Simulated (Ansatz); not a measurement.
# What CuF (model cell, started as NiAs type) distorts into, part 2 of 3

Aim: this structure of CuF (model cell, started as NiAs type) is to be tested for unstable modes, and one is followed downhill.

Ansatz 0.2.0; DFT PBEsol, scalar-relativistic, plane waves, PAW.

So far, highest frequency on path, mesh or solved points (cm⁻¹): step 2 (response at finite wavevector) 314. Also lowest frequency on the path (cm⁻¹): step 2 -141.

The structure was built from a prototype and need not be the compound's stable phase.

## Step 4: The mode frozen in, largest atomic shift 0.6 Å

The atoms are moved along the unstable eigenvector, the largest shift by 0.6 Å, with the cell fixed.

Input file input.yaml:

```yaml
crystal:
  lattice:
    - [2.7224252891, 2.7281e-06, 0.0]
    - [-1.3612150072, 2.3576880962, 0.0]
    - [0.0, 0.0, 6.4699573338]
  atoms:
    - { symbol: Cu, position: [0.0, 0.0, 0.0] }
    - { symbol: Cu, position: [0.0, 0.0, 0.5] }
    - { symbol: F, position: [0.2060901128, 0.4121802256, 0.25] }
    - { symbol: F, position: [0.7939098872, 0.5878197744, 0.75] }
kpoints:
  mp_grid: { grid: [15, 15, 8] }
hamiltonian:
  xc: pbesol
scf:
  occupations: { method: methfessel_paxton, width: 0.2 }
output:
  forces: true
  stress: true
  eigenvalues: true
```

Started as:

```
> ansatz run input.yaml --threads 4 --pin off --max-ram 7168MiB --backend cpu --events-out ev --progress --plain --runs-dir out
```

Log:

```text
[...]
Crystal: 4 atoms, lattice volume = 41.528 Å³
Basis set: ecut = 420 eV, 843 PW (Γ), exchange–correlation on 40×40×90 points (8 copies of the dense FFT grid, shifted against one another)
Bands: 32, of which v1, the nominal top of the filled ones, is band 26 counted from 1 (25 counted from 0)
Symmetry: 8 space group operations
[...]
k-points: 320 of 1800
[...]
k-point 0: bands = [... 22 lower, 9.8905, 10.1425, 10.2630, 10.2781, 11.8292, 15.1794, 16.8242, 23.7696, ... 2 higher]
  k-point 1: bands = [... 22 lower, 9.9041, 10.1421, 10.2455, 10.2661, 11.8812, 14.8380, 17.1982, 23.0554, ... 2 higher]
  k-point 2: bands = [... 22 lower, 9.9422, 10.1422, 10.1975, 10.2344, 12.0550, 14.1874, 17.9542, 21.9496, ... 2 higher]
  k-point 319: bands = [... 22 lower, 10.2747, 10.2747, 11.0078, 11.0078, 14.7666, 14.7666, 20.6758, 20.6758, ... 2 higher]
[key lines of the parts left out:]
SCF converged after 8 iterations
Free energy (F): -14776.282027 eV
Fermi energy:    11.539715 eV
P = ⅓ Tr σ = 7.9957 GPa (79.957 kbar)
```

Run time: 4.5 s. Hardware: 4 threads of Arm Neoverse V2, shared host; peak memory 0.56 GiB; 17 s of CPU time.

Numbers from this step:

```
pressure                         : 7.996 GPa
energy from the undistorted cell : -113.5 meV/atom
```

The energy, extrapolated to zero smearing, is -113.50 meV/atom against the undistorted cell.

The run ends at a pressure of 8.00 GPa, with forces up to 0.24 eV/Å.

## Step 5: Energy along the mode, all amplitudes (two of the runs are shown above)

An imaginary frequency means negative curvature, so the energy should fall and then rise again as anharmonic terms take over.

This step gave:

* depth at the lowest point sampled: 113.5 meV/atom
* largest atomic shift at that point: 0.6 Å

Energy from the parent against largest shift of an atom, one sign:

| largest shift of an atom, one sign (Å) | energy from the parent (meV/atom) |
| --- | --- |
| 0.000 | 0 |
| 0.040 | -0.571 |
| 0.080 | -2.42 |
| 0.140 | -8.01 |
| 0.220 | -21.3 |
| 0.320 | -45.9 |
| 0.450 | -82.5 |
| 0.600 | -114 |

Displacement at unit largest shift by atom:

```
atom  x (Å)  y (Å)  z (Å)  size
 Cu1   0.00   0.00   0.00  0.00
 Cu2   0.00   0.00   0.00  0.00
  F3   0.00  -1.00   0.00  1.00
  F4   0.00   1.00   0.00  1.00
```

The energy still falls at the last step, so the rise lies beyond the steps tried.

## Step 6: Relaxing from the distorted cell

Starting from the lowest point found, all atoms and the cell are let go, so that strain and other modes of the same symmetry can join in.

input.yaml: that of step 4 with these lines changed.

```diff
@@ -20 +20,6 @@
   eigenvalues: true
+relax:
+  adjacent_minimum: "off"
+  f_tol: 0.002
+  max_steps: 120
+  cell: { stress_tol: 0.03 }
```

Log:

```text
[...]
Crystal: 4 atoms, lattice volume = 41.528 Å³
Basis set: ecut = 420 eV, 843 PW (Γ), exchange–correlation on 40×40×90 points (8 copies of the dense FFT grid, shifted against one another)
Bands: 32, of which v1, the nominal top of the filled ones, is band 26 counted from 1 (25 counted from 0)
Symmetry: 8 space group operations
[...]
k-points: 320 of 1800
[...]
SCF iter   1: F=—  HF=-14776.318578 eV  |F-HF|=—  |Δ(HF+E_count)|=         —  Δρ=2.31e-2  dr2=1.26e-1  ethr=1.77e-3  ⟨swp⟩=4.7  Hψ=34811  notcnv=0
[...]
SCF iter   8: F=-14776.282027 eV  HF=-14776.282027 eV  |F-HF|=3.64e-9  |Δ(HF+E_count)|=   2.41e-8  S|Δr|=    0.00e0  Δρ=5.18e-6  dr2=1.43e-8  ethr=1.92e-10  ⟨swp⟩=4.1  Hψ=36508  notcnv=0
SCF 1 converged in 8 iterations: F = -14776.282027 eV  dr2 = 1.43e-8
[...]
relax step   1: F+E_penalty+E_count = -14776.28202663 eV  Δ(F+E_penalty+E_count) = +0.000e0 eV  max|allowed force component| = 2.396e-1 eV/Å  Δτ_max = 0.0000 Å  P = +7.996 GPa  Ω = 41.528 Å³  (8 SCF iters, dr2 threshold 1.00e-7 eV, accepted)
Crystal: 4 atoms, lattice volume = 43.495 Å³
Basis set: ecut = 420 eV, 849 PW (Γ), exchange–correlation on 40×40×90 points (8 copies of the dense FFT grid, shifted against one another)
[...]
SCF iter   8: F=-14776.367888 eV  HF=-14776.367888 eV  |F-HF|=7.27e-9  |Δ(HF+E_count)|=   8.30e-8  S|Δr|=    0.00e0  Δρ=8.98e-6  dr2=2.59e-8  ethr=7.69e-10  ⟨swp⟩=7.7  Hψ=43023  notcnv=0
SCF 2 converged in 8 iterations: F = -14776.367888 eV  dr2 = 2.59e-8
[...]
relax step   2: F+E_penalty+E_count = -14776.36788755 eV  Δ(F+E_penalty+E_count) = -8.586e-2 eV  max|allowed force component| = 3.204e-1 eV/Å  Δτ_max = 0.0484 Å  P = +2.384 GPa  Ω = 43.495 Å³  energy of the carried Pulay correction = -8.680e-3 eV  (8 SCF iters, dr2 threshold 4.00e-7 eV, accepted)
Crystal: 4 atoms, lattice volume = 45.595 Å³
Basis set: ecut = 420 eV, 891 PW (Γ), exchange–correlation on 40×40×90 points (8 copies of the dense FFT grid, shifted against one another)
[...]
SCF iter   8: F=-14776.421409 eV  HF=-14776.421409 eV  |F-HF|=8.43e-8  |Δ(HF+E_count)|=   1.32e-7  S|Δr|=    0.00e0  Δρ=2.45e-5  dr2=1.80e-7  ethr=7.69e-10  ⟨swp⟩=8.0  Hψ=45755  notcnv=0
SCF 3 converged in 8 iterations: F = -14776.421409 eV  dr2 = 1.80e-7
relax step   3: F+E_penalty+E_count = -14776.42140918 eV  Δ(F+E_penalty+E_count) = -5.352e-2 eV  max|allowed force component| = 3.107e-1 eV/Å  Δτ_max = 0.0953 Å  P = -1.779 GPa  Ω = 45.595 Å³  energy of the carried Pulay correction = -1.752e-2 eV  (8 SCF iters, dr2 threshold 4.00e-7 eV, accepted)
[... from here on, the SCF cycles and remarks between the steps are left out ...]
relax step   4: F+E_penalty+E_count = -14776.46394848 eV  Δ(F+E_penalty+E_count) = -4.254e-2 eV  max|allowed force component| = 2.097e-2 eV/Å  Δτ_max = 0.1702 Å  P = +0.631 GPa  Ω = 45.612 Å³  energy of the carried Pulay correction = -1.759e-2 eV  (8 SCF iters, dr2 threshold 4.00e-7 eV, accepted)
relax step   5: F+E_penalty+E_count = -14776.46500462 eV  Δ(F+E_penalty+E_count) = -1.056e-3 eV  max|allowed force component| = 1.148e-2 eV/Å  Δτ_max = 0.0062 Å  P = +0.365 GPa  Ω = 46.169 Å³  energy of the carried Pulay correction = -1.986e-2 eV  (6 SCF iters, dr2 threshold 4.00e-7 eV, accepted)
relax step   6: F+E_penalty+E_count = -14776.46511540 eV  Δ(F+E_penalty+E_count) = -1.108e-4 eV  max|allowed force component| = 1.597e-3 eV/Å  Δτ_max = 0.0063 Å  P = -0.048 GPa  Ω = 46.251 Å³  energy of the carried Pulay correction = -2.019e-2 eV  (5 SCF iters, dr2 threshold 4.00e-7 eV, accepted)
relax step   7: F+E_penalty+E_count = -14776.46524582 eV  Δ(F+E_penalty+E_count) = -1.304e-4 eV  max|allowed force component| = 5.622e-4 eV/Å  Δτ_max = 0.0000 Å  P = +0.009 GPa  Ω = 46.221 Å³  energy of the carried Pulay correction = -2.007e-2 eV  (5 SCF iters, dr2 threshold 1.64e-8 eV, accepted)
relax step   8: F+E_penalty+E_count = -14776.50184087 eV  Δ(F+E_penalty+E_count) = -3.660e-2 eV  max|allowed force component| = 5.618e-3 eV/Å  Δτ_max = 0.0000 Å  P = +1.354 GPa  Ω = 46.221 Å³  stress off target by 1.75e0 GPa  SCF on the basis re-selected at this cell (its energy is not comparable with the rows above)  (8 SCF iters)
relax step   9: F+E_penalty+E_count = -14776.50203769 eV  Δ(F+E_penalty+E_count) = -1.968e-4 eV  max|allowed force component| = 6.571e-3 eV/Å  Δτ_max = 0.0194 Å  P = +0.197 GPa  Ω = 47.092 Å³  energy of the carried Pulay correction = -3.829e-3 eV  (6 SCF iters, dr2 threshold 4.00e-7 eV, accepted)
relax step  10: F+E_penalty+E_count = -14776.50105997 eV  Δ(F+E_penalty+E_count) = +9.777e-4 eV  max|allowed force component| = 1.499e-3 eV/Å  Δτ_max = 0.0074 Å  P = +0.006 GPa  Ω = 47.340 Å³  energy of the carried Pulay correction = -5.036e-3 eV  (6 SCF iters, dr2 threshold 1.64e-7 eV, accepted)
relax step  11: F+E_penalty+E_count = -14776.50628669 eV  Δ(F+E_penalty+E_count) = -5.227e-3 eV  max|allowed force component| = 1.220e-3 eV/Å  Δτ_max = 0.0000 Å  P = +0.050 GPa  Ω = 47.340 Å³  stress off target by 6.99e-2 GPa  SCF on the basis re-selected at this cell (its energy is not comparable with the rows above)  (7 SCF iters)
relax step  12: F+E_penalty+E_count = -14776.50602848 eV  Δ(F+E_penalty+E_count) = +2.582e-4 eV  max|allowed force component| = 2.235e-4 eV/Å  Δτ_max = 0.0018 Å  P = +0.005 GPa  Ω = 47.406 Å³  energy of the carried Pulay correction = -2.737e-4 eV  (6 SCF iters, dr2 threshold 1.22e-8 eV, accepted)
[...]
SCF iter   6: F=-14776.506307 eV  HF=-14776.506307 eV  |F-HF|=9.09e-12  |Δ(HF+E_count)|=  8.19e-11  S|Δr|=    0.00e0  Δρ=1.47e-7  dr2=6.16e-12  ethr=1.00e-12  ⟨swp⟩=4.0  Hψ=48713  notcnv=0
SCF 13 converged in 6 iterations: F = -14776.506307 eV  dr2 = 6.16e-12
relax step  13: F+E_penalty+E_count = -14776.50630700 eV  Δ(F+E_penalty+E_count) = -2.785e-4 eV  max|allowed force component| = 2.175e-4 eV/Å  Δτ_max = 0.0000 Å  P = +0.007 GPa  Ω = 47.406 Å³  stress off target by 9.35e-3 GPa  SCF on the basis re-selected at this cell (its energy is not comparable with the rows above)  (6 SCF iters)
[...]
SCF converged after 6 iterations
[...]
Free energy (F): -14776.506307 eV
[...]
Internal energy: -14776.509519 eV  (E = F + TS)
E sigma→0 (E₀):  -14776.507110 eV
Entropy (-TS):   0.003212 eV (0.803 meV/atom)
Fermi energy:    9.204030 eV
[...]
--- Forces (eV/Å), atoms counted from 1 ---
  atom   1  Cu    -0.00000000     0.00000000     0.00000000
  atom   2  Cu     0.00000000     0.00000000     0.00000000
  atom   3  F     -0.00000000     0.00021749     0.00000000
  atom   4  F      0.00000000    -0.00021749    -0.00000000
  max |Σ_I F_I| component: 2.52e-29 eV/Å
--- Stress (GPa, compression-positive) ---
        0.009346       0.000000       0.000000
        0.000000       0.008506       0.000000
        0.000000       0.000000       0.001672
  P = ⅓ Tr σ = 0.0065 GPa (0.065 kbar)
--- Band table (eV; the first three rows and the last of 320) ---
  k-point 0: bands = [... 22 lower, 7.6542, 7.6681, 7.7425, 8.2475, 9.4588, 12.8994, 14.5455, 20.3064, ... 2 higher]
  k-point 1: bands = [... 22 lower, 7.6721, 7.6867, 7.7400, 8.2256, 9.5394, 12.6200, 14.8372, 19.7791, ... 2 higher]
  k-point 2: bands = [... 22 lower, 7.7081, 7.7353, 7.7436, 8.1622, 9.7899, 12.0450, 15.4561, 18.8575, ... 2 higher]
  k-point 319: bands = [... 22 lower, 7.8144, 7.8144, 8.5392, 8.5392, 12.2122, 12.2122, 17.9619, 17.9619, ... 2 higher]
--- Relaxed structure (10 steps of the walk, 10 accepted, 3 SCFs on fresh bases) ---
  F+E_penalty+E_count = -14776.50630700 eV   max|allowed force component| = 2.175e-4 eV/Å   (the final SCF, on the basis selected at the relaxed cell)
  cell:  # Å, volume = 47.4064 Å³
    - [2.807246, 2.813125e-6, 0.0]
    - [-1.403626, 2.439366, 0.0]
    - [0.0, 0.0, 6.922754]
  atoms:
    - { symbol: Cu, position: [1.839434e-18, 3.678863e-18, 0.0] }
    - { symbol: Cu, position: [1.839434e-18, 3.678863e-18, 0.500000] }
    - { symbol: F, position: [0.130834, 0.261669, 0.250000] }
    - { symbol: F, position: [0.869166, 0.738331, 0.75] }
```

It took 64 s on 4 threads; peak memory 0.64 GiB; 4.1 min of CPU time.

Relaxation path:

```
step  energy less that of the first step (eV)  largest force component (eV/Å)  pressure (GPa)  volume (Å³)
   1                                   0.0000                          0.2396            8.00        41.53
   2                                  -0.0859                          0.3204            2.38        43.49
   3                                  -0.1394                          0.3107           -1.78        45.59
   4                                  -0.1819                          0.0210            0.63        45.61
   5                                  -0.1830                          0.0115            0.37        46.17
   6                                  -0.1831                          0.0016           -0.05        46.25
   7                                  -0.1832                          0.0006            0.01        46.22
  8*                                  -0.2198                          0.0056            1.35        46.22
   9                                  -0.2200                          0.0066            0.20        47.09
  10                                  -0.2190                          0.0015            0.01        47.34
 11*                                  -0.2243                          0.0012            0.05        47.34
  12                                  -0.2240                          0.0002            0.01        47.41
 13*                                  -0.2243                          0.0002            0.01        47.41
```

Relaxation steps marked * repeat the geometry before them on a plane-wave basis chosen anew for their cell, so energy and pressure can jump there.

Forces are held to the 8 operations that the program found; a distortion that breaks them can't arise in this run.

| conventional cell, symmetrised | before | after | change |
| --- | --- | --- | --- |
| a (Å) | 2.722 | 2.807 | +3.1 % |
| b (Å) | 4.715 | 4.879 | +3.5 % |
| c (Å) | 6.470 | 6.923 | +7.0 % |
| volume (Å³/atom) | 10.38 | 11.85 | +14.2 % |

The atoms that moved most (Å, as changes of fractional coordinates times the final cell):

```
atom     dx      dy     dz  length
  F4  0.000   0.367  0.000   0.367
  F3  0.000  -0.367  0.000   0.367
```

Numbers from this step:

```
pressure          : 0.006508 GPa
volume per atom   : 11.85 Å³
gap on the k-mesh : 0.3396 eV
```

The distorted start has space group Cmcm; the relaxation ends in Cmcm.

## Step 7: The new phase in its own primitive cell

The relaxed structure is symmetrised, reduced to its primitive cell and relaxed tightly, as its phonons need.

Input file input.yaml:

```yaml
crystal:
  lattice:
    - [1.4036231809, -2.4393670854, 0.0]
    - [1.4036231809, 2.4393670854, 0.0]
    - [0.0, 0.0, 6.9227540467]
  atoms:
    - { symbol: Cu, position: [0.0, 0.0, 0.0] }
    - { symbol: Cu, position: [0.0, 0.0, 0.5] }
    - { symbol: F, position: [0.8691657279, 0.1308342721, 0.25] }
    - { symbol: F, position: [0.1308342721, 0.8691657279, 0.75] }
kpoints:
  mp_grid: { grid: [12, 12, 6] }
hamiltonian:
  xc: pbesol
scf:
  occupations: { method: fixed }
output:
  forces: true
  stress: true
  eigenvalues: true
relax:
  adjacent_minimum: "off"
  f_tol: 0.001
  max_steps: 60
  cell: { stress_tol: 0.01 }
```

Log:

```text
[...]
Crystal: 4 atoms, lattice volume = 47.406 Å³
Basis set: ecut = 420 eV, 947 PW (Γ), exchange–correlation on 40×40×96 points (8 copies of the dense FFT grid, shifted against one another)
Bands: 32, of which v1, the nominal top of the filled ones, is band 26 counted from 1 (25 counted from 0)
Symmetry: 8 space group operations
[...]
k-points: 172 of 864
[...]
--- Relaxed structure (3 steps of the walk, 3 accepted, 1 SCFs on fresh bases) ---
[...]
cell:  # Å, volume = 47.4165 Å³
    - [1.403806, -2.439538, 0.0]
    - [1.403806, 2.439538, 0.0]
    - [0.0, 0.0, 6.922846]
  atoms:
    - { symbol: Cu, position: [0, 0, 0.0] }
    - { symbol: Cu, position: [0, 0, 0.5] }
    - { symbol: F, position: [0.869144, 0.130856, 0.25] }
    - { symbol: F, position: [0.130856, 0.869144, 0.750000] }
[key lines of the parts left out:]
SCF converged after 6 iterations
Free energy (F): -14776.507804 eV
Fermi energy:    9.117688 eV
P = ⅓ Tr σ = 0.0022 GPa (0.022 kbar)
```

The job ended after 11 s (4 threads; peak memory 0.49 GiB; 42 s of CPU time).

Little changed from the start: no atom moved by 0.005 Å and no cell edge by 0.1 %.

Read from the output:

- pressure: 0.002200 GPa
- gap on the k-mesh: 0.3379 eV
- direct gap on mesh: 1.211 eV

The largest force component left is 0.39 meV/Å and the pressure is 0.002 GPa, within the tolerances set. The cell now holds 11.85 Å³/atom.

(Continued in part 3 of 3.)

[Long decimals in the printed logs are rounded to 6 places.]

[Logs are printed without paths, hosts, clocks, repeated set-up lines and the standing remarks that a program may print on its own settings, such as how far it seeks lower states.]

[Hosts, paths, dates, database ids (printed as entryN), source tags and the programs' standing remarks are cut or masked in the printed files.]

[Where the starting crystal was built by hand or by swapping elements, it need not be the compound's stable phase.]
